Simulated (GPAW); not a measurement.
**How KMgF3 absorbs and reflects light**

Wanted: where KMgF3 starts to absorb, how strongly, and its refractive index.

Calculated with GPAW 26.7.0; DFT, revPBE, plane-wave PAW (GPAW data sets), scalar-relativistic, RPA, optical limit.

Report form: the programs' logs are mostly left out.

## 1. Starting point

It takes space group Pm-3m (No. 221, cubic). The conventional cell has a = 3.986 Å, b = 3.986 Å, c = 3.986 Å, α = 90.00°, β = 90.00°, γ = 90.00°. K has 12 F at 2.82 Å nearest. Mg has 6 F at 1.99 Å nearest. F has 2 Mg at 1.99 Å and 4 K at 2.82 Å nearest. Farther neighbours and most contacts between anions are not listed.

## 2. Ground state

The self-consistent density comes first; it also tells whether there is a gap, which decides the occupations and the need for a Drude term.

This step: DFT, revPBE, plane-wave PAW (GPAW data sets), scalar-relativistic, ground state (GPAW 26.7.0).

The input, gs.py:

```python
from ase import Atoms
from ase.dft.bandgap import bandgap
from gpaw import GPAW, PW, FermiDirac

atoms = Atoms(['K', 'Mg', 'F', 'F', 'F'],
              cell=[[3.98590000, 0.00000000, 0.00000000],
                    [0.00000000, 3.98590000, 0.00000000],
                    [0.00000000, 0.00000000, 3.98590000]],
              scaled_positions=[[0.50000000, 0.50000000, 0.50000000],
                                [0.00000000, 0.00000000, 0.00000000],
                                [0.00000000, 0.00000000, 0.50000000],
                                [0.00000000, 0.50000000, 0.00000000],
                                [0.50000000, 0.00000000, 0.00000000]],
              pbc=[True, True, True])
atoms.calc = GPAW(mode=PW(500), xc='revPBE', kpts={'size': (6, 6, 6), 'gamma': True},
                  occupations=FermiDirac(0.05), maxiter=150, txt='gs.txt')
print('energy (eV)', atoms.get_potential_energy())
print('Fermi level (eV)', atoms.calc.get_fermi_level())
print('valence electrons', atoms.calc.get_number_of_electrons())
print('gap (eV)', bandgap(atoms.calc, output=None)[0])
print('direct gap (eV)', bandgap(atoms.calc, direct=True, output=None)[0])
atoms.calc.write('gs.gpw')
```

The run is started by

```console
> OMP_NUM_THREADS=1 python gs.py
```

It took 17 s on 1 thread of Arm Neoverse V1, shared host; peak memory 0.16 GiB.

Numbers from this step:

```
energy                 : -22.94 eV
Fermi energy           : 3.108 eV
gap on the k-mesh      : 7.559 eV
direct gap on the mesh : 7.873 eV
electrons              : 40
```

There is a gap, 7.56 eV on this mesh (points off the mesh can give less), so no carriers' term is needed.

## 3. Bands for the response

The response needs many more empty bands than the density does.

This step: DFT, revPBE, plane-wave PAW (GPAW data sets), scalar-relativistic, bands at fixed density (GPAW 26.7.0).

The input, nscf.py:

```python
from ase.dft.bandgap import bandgap
from gpaw import GPAW, FermiDirac

calc = GPAW('gs.gpw').fixed_density(kpts={'size': (8, 8, 8), 'gamma': True}, nbands=49, convergence={'bands': 43},
                                    occupations=FermiDirac(0.001), txt='nscf.txt')
print('gap (eV)', bandgap(calc, output=None)[0])
print('direct gap (eV)', bandgap(calc, direct=True, output=None)[0])
print('top band over the Fermi level (eV)', min(calc.get_eigenvalues(kpt=k)[42] for k in range(len(calc.get_ibz_k_points()))) - calc.get_fermi_level())
calc.write('full.gpw', mode='all')
```

The run is started by

```console
> OMP_NUM_THREADS=1 python nscf.py
```

Wall time 67 s (1 thread); peak memory 0.21 GiB.

Read-outs, printed or worked out from the files:

```
gap on the k-mesh : 7.558 eV
```

## 4. Dielectric function, RPA

Local fields let the induced charge screen the field inside the cell, which as a rule lowers ε, most along directions where the density is uneven.

This step: DFT, revPBE, plane-wave PAW (GPAW data sets), scalar-relativistic, RPA, optical limit (GPAW 26.7.0).

The input, df.py:

```python
from gpaw.response.df import DielectricFunction

df = DielectricFunction('full.gpw', frequencies={'type': 'nonlinear', 'domega0': 0.03, 'omega2': 8},
                        ecut=50,
                        eta=0.1,
                        nbands=43,
                        txt='df.txt')
for direction in ['x']:
    df.get_dielectric_function(xc='RPA', direction=direction, filename=f'df_{direction}.csv')
```

The run is started by

```console
> OMP_NUM_THREADS=1 python df.py
```

The job ended after 13 s (1 thread; peak memory 0.31 GiB).

This step gave:

```
electronic dielectric constant ε∞, mean over x, y and z (by symmetry where fewer were run) : 1.923
main peak of Im epsilon, first axis                                                        : 11.59 eV
```

Some rows of df_x.csv (energy; Re and Im without local fields; Re and Im with them):

```text
0.000000, 2.027786, 0.000000, 1.923102, 0.000000
0.555532, 2.029264, 0.000533, 1.924456, 0.000489
1.143969, 2.034095, 0.001113, 1.928885, 0.001021
1.768324, 2.043054, 0.001765, 1.937104, 0.001620
2.431988, 2.057243, 0.002527, 1.950141, 0.002324
3.138794, 2.078305, 0.003461, 1.969537, 0.003191
3.893091, 2.108804, 0.004676, 1.997715, 0.004329
4.699832, 2.153048, 0.006390, 2.038789, 0.005949
5.564682, 2.219125, 0.009113, 2.100561, 0.008555
6.494155, 2.325480, 0.014476, 2.201070, 0.013773
7.495775, 2.541249, 0.035573, 2.409151, 0.034810
8.578281, 2.692132, 0.410535, 2.544825, 0.414794
9.751884, 2.976403, 0.534705, 2.795787, 0.531000
11.028587, 2.986556, 1.684871, 2.762030, 1.597550
12.422601, 1.505797, 1.105679, 1.279804, 1.108406
13.950874, 1.405164, 0.595396, 1.155177, 0.565870
15.633783, 2.108305, 0.668284, 1.712959, 0.669419
17.496047, 2.323134, 1.291980, 1.807081, 0.950011
19.567954, 2.084310, 2.070620, 1.120535, 1.664421
```

The Im ε, E ∥ x has structure finer than the step of the table below, so its rows give means over 1 eV, whole bins alone (the curve runs from 0 to 19.9 eV). Peaks (eV: height): 9.3: 0.839, 11.6: 2.37, 14.9: 0.917, 16.4: 1.09, 19.4: 1.76.

Values under the direct gap are tails of Lorentzian lines. Im ε, E ∥ x against photon energy; means over each step:

photon energy (eV), Im ε, E ∥ x and a bar:
```
        1       0.00 
        2       0.00 
        3       0.00 
        4       0.00 
        5       0.01 
        6       0.01 
        7       0.02 
        8       0.21 ###
        9       0.54 #########
       10       0.71 ############
       11       1.68 ############################
       12       1.78 ##############################
       13       1.23 #####################
       14       0.68 ############
       15       0.75 #############
       16       0.83 ##############
       17       0.88 ###############
       18       1.22 #####################
       19       1.54 ##########################
```

Re ε, E ∥ x against photon energy:

photon energy (eV), Re ε, E ∥ x and a bar from the least value:
```
      0.0       1.92 ###############
      0.5       1.92 ###############
      1.0       1.93 ###############
      1.5       1.93 ###############
      2.0       1.94 ###############
      2.5       1.95 ###############
      3.0       1.97 ################
      3.5       1.98 ################
      4.0       2.00 ################
      4.5       2.03 ################
      5.0       2.06 #################
      5.5       2.10 #################
      6.0       2.14 ##################
      6.5       2.20 ###################
      7.0       2.28 ####################
      7.5       2.41 ######################
      8.0       2.62 #########################
      8.5       2.53 ########################
      9.0       2.77 ############################
      9.5       2.38 ######################
     10.0       2.71 ###########################
     10.5       2.92 ##############################
     11.0       2.74 ###########################
     11.5       2.22 ###################
     12.0       0.94 
     12.5       1.39 #######
     13.0       1.34 ######
     13.5       1.01 #
     14.0       1.21 ####
     14.5       1.65 ###########
     15.0       1.40 #######
     15.5       1.61 ##########
     16.0       1.77 #############
     16.5       1.61 ##########
     17.0       1.61 ##########
     17.5       1.81 #############
     18.0       1.89 ##############
     18.5       1.73 ############
     19.0       1.56 #########
     19.5       1.22 ####
```

The loss function −Im 1/ε at q → 0, E ∥ x has structure finer than the step of the table below, so its rows give means over 0.5 eV, whole bins alone (the curve runs from 0 to 19.9 eV). Peaks (eV: height): 9.35: 0.126, 12.10: 0.473, 13.77: 0.503, 14.96: 0.317, 16.64: 0.305.

Values under the direct gap are tails of Lorentzian lines. The loss function −Im 1/ε at q → 0, E ∥ x by energy loss; means over each step:

| energy loss (eV) | loss function −Im 1/ε at q → 0, E ∥ x |
| --- | --- |
| 0.5 | 1.2e-4 |
| 1.0 | 2.4e-4 |
| 1.5 | 3.6e-4 |
| 2.0 | 4.9e-4 |
| 2.5 | 6.3e-4 |
| 3.0 | 7.8e-4 |
| 3.5 | 9.4e-4 |
| 4.0 | 0.00113 |
| 4.5 | 0.00134 |
| 5.0 | 0.00159 |
| 5.5 | 0.00190 |
| 6.0 | 0.00230 |
| 6.5 | 0.00287 |
| 7.0 | 0.00381 |
| 7.5 | 0.00663 |
| 8.0 | 0.0259 |
| 8.5 | 0.0624 |
| 9.0 | 0.0647 |
| 9.5 | 0.0882 |
| 10.0 | 0.0899 |
| 10.5 | 0.101 |
| 11.0 | 0.161 |
| 11.5 | 0.234 |
| 12.0 | 0.408 |
| 12.5 | 0.373 |
| 13.0 | 0.367 |
| 13.5 | 0.478 |
| 14.0 | 0.337 |
| 14.5 | 0.225 |
| 15.0 | 0.290 |
| 15.5 | 0.217 |
| 16.0 | 0.213 |
| 16.5 | 0.276 |
| 17.0 | 0.247 |
| 17.5 | 0.216 |
| 18.0 | 0.258 |
| 18.5 | 0.293 |
| 19.0 | 0.320 |
| 19.5 | 0.385 |

The Im ε, E ∥ x has structure finer than the step of the table below, so its rows give means over 1 eV, whole bins alone (the curve runs from 0 to 19.9 eV). Peaks (eV: height): without local fields 9.3: 0.831, 11.6: 2.46, 13.0: 1.47, 14.8: 0.953, 16.4: 1.41, 18.0: 1.86; with local fields 9.3: 0.839, 11.6: 2.37, 14.9: 0.917, 16.4: 1.09, 19.4: 1.76.

Values under the direct gap are tails of Lorentzian lines. Table of Im ε, E ∥ x by photon energy; means over each step:

| photon energy (eV) | without local fields | with local fields |
| --- | --- | --- |
| 1 | 9.7e-4 | 8.9e-4 |
| 2 | 0.00203 | 0.00186 |
| 3 | 0.00328 | 0.00302 |
| 4 | 0.00490 | 0.00454 |
| 5 | 0.00726 | 0.00678 |
| 6 | 0.0113 | 0.0107 |
| 7 | 0.0218 | 0.0211 |
| 8 | 0.206 | 0.207 |
| 9 | 0.532 | 0.535 |
| 10 | 0.713 | 0.706 |
| 11 | 1.76 | 1.68 |
| 12 | 1.78 | 1.78 |
| 13 | 1.29 | 1.23 |
| 14 | 0.730 | 0.682 |
| 15 | 0.764 | 0.754 |
| 16 | 0.960 | 0.828 |
| 17 | 1.09 | 0.878 |
| 18 | 1.58 | 1.22 |
| 19 | 1.82 | 1.54 |

Refractive index n and extinction k against photon energy:

| photon energy (eV) | n | k |
| --- | --- | --- |
| 0 | 1.39 | 0 |
| 1 | 1.39 | 3.2e-4 |
| 2 | 1.39 | 6.7e-4 |
| 3 | 1.40 | 0.00107 |
| 4 | 1.42 | 0.00160 |
| 5 | 1.43 | 0.00234 |
| 6 | 1.46 | 0.00359 |
| 7 | 1.51 | 0.00651 |
| 8 | 1.62 | 0.0437 |
| 9 | 1.67 | 0.129 |
| 10 | 1.66 | 0.229 |
| 11 | 1.72 | 0.460 |
| 12 | 1.22 | 0.735 |
| 13 | 1.28 | 0.536 |
| 14 | 1.13 | 0.244 |
| 15 | 1.23 | 0.329 |
| 16 | 1.36 | 0.291 |
| 17 | 1.31 | 0.304 |
| 18 | 1.45 | 0.476 |
| 19 | 1.37 | 0.575 |

From ε follow the optical constants at some laser and lamp lines:

| wavelength (nm) | n | k | R (%) | 1/α |
| --- | --- | --- | --- | --- |
| 1550 | 1.39 | 0.000 | 2.6 | 484 µm |
| 1064 | 1.39 | 0.000 | 2.7 | 226 µm |
| 633 | 1.39 | 0.001 | 2.7 | 77 µm |
| 405 | 1.40 | 0.001 | 2.8 | 29 µm |
| 308 | 1.42 | 0.002 | 3.0 | 15 µm |
| 248 | 1.43 | 0.002 | 3.2 | 8.4 µm |
| 193 | 1.48 | 0.004 | 3.8 | 3.4 µm |

Below the direct gap, k and the depth come from the tails of the Lorentzian lines, not from transitions.

## 5. Results

- electronic dielectric constant ε∞, mean over x, y and z (by symmetry where fewer were run) (RPA): 1.92
- main peak of Im epsilon, first axis: 11.6 eV

What this shows: At this level (revPBE, RPA) KMgF3 has ε∞ = 1.92 and n = 1.39 at 1550 nm, and Im ε peaks at 11.6 eV. On the mesh the gap is 7.56 eV and the least direct gap 7.87 eV, so on this mesh the band edges lie at different points. Local fields change the static value along x from 2.03 to 1.92 (-5 %). Distinct maxima of Im ε, read by a parabola through the highest points, lie at 10.81 eV (1.7), 11.59 eV (2.4), 18.09 eV (1.5) and 19.45 eV (1.8). Excitons and phonon-assisted transitions are missing; revPBE gaps are as a rule too small, which pulls the onset down and ε∞ up. The sum runs over mesh points, so small or evenly spaced maxima can still be ripples of the mesh. In this version of GPAW the matrix elements of the optical limit are incomplete, which can lower ε − 1 by up to a tenth where first-row anions or d states rule, and shift it by more in d metals.

[Machine, clock and banner lines and Python warnings are left out of the logs.]

[Logs are printed without paths, hosts, clocks, repeated set-up lines and the standing remarks that a program may print on its own settings, such as how far it seeks lower states.]

[Hosts, paths, dates, database ids (printed as entryN), source tags and the programs' standing remarks are cut or masked in the printed files.]
